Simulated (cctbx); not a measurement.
## What resolution and counting buy: PrGd3

Space group Pm-3m (no. 221), a = 5.1730 Å, b = 5.1730 Å, c = 5.1730 Å, α = 90.00°, β = 90.00°, γ = 90.00°.

```
atom  mult.    x    y  z  Ueq (Å²)
 Gd1      3  1/2  1/2  0    0.0090
 Pr1      1    0    0  0    0.0086
```

The model is made up (kin elements in a known structure type, no relaxation), so it says nothing on whether the phase exists.

Five simulated data sets (cctbx; Ag Kα, λ = 0.56087 Å; 6 % proportional error) differ in resolution or exposure (noise floor 15 counts in the first three, 8 in the last two). Each is refined with the right model, isotropic at 1.1 Å and anisotropic otherwise. How do the figures of merit and the uncertainties move?

| d min (Å) | top counts | ⟨I/σ⟩ (unmerged, absences included) | unique | param. (scale apart) | Rint | R1 | GooF | largest s.u. xyz (fractional) | s.u. U of Pr1 (Å²) | largest error (Å) |
| --- | --- | --- | --- | --- | --- | --- | --- | --- | --- | --- |
| 1.1 | 20000 | 4.5 | 23 | 2 | 0.048 | 0.0114 | 0.74 | 0.00000 | 0.0008 | 0.0000 |
| 0.84 | 20000 | 4.8 | 42 | 3 | 0.049 | 0.0118 | 0.86 | 0.00000 | 0.0004 | 0.0000 |
| 0.6 | 20000 | 4.0 | 98 | 3 | 0.054 | 0.0136 | 1.02 | 0.00000 | 0.0003 | 0.0000 |
| 0.75 | 300 | 1.6 | 54 | 3 | 0.242 | 0.0383 | 1.15 | 0.00000 | 0.0073 | 0.0000 |
| 0.75 | 3000 | 3.5 | 54 | 3 | 0.068 | 0.0163 | 1.15 | 0.00000 | 0.0011 | 0.0000 |

The number of reflections grows roughly as 1/d³: 23, 42 and 98 here. R1 follows the noise rather than the truth: at 300 counts it is 0.0383, at 3000 counts 0.0163, while GooF is 1.15 and 1.15: the weights 1/σ² carry the noise. The s.u. of U (U11 where anisotropic) for Pr1 goes 0.0008, 0.0004, 0.0003 Å² with resolution and 0.0073, 0.0011 Å² with exposure.

Hardware for the 0.6 Å refinement: 0.49 s on 1 thread of Arm Neoverse N1 (shared host), peak memory 0.09 GiB.

[Logs are printed without paths, hosts, clocks, repeated set-up lines and the standing remarks that a program may print on its own settings, such as how far it seeks lower states.]
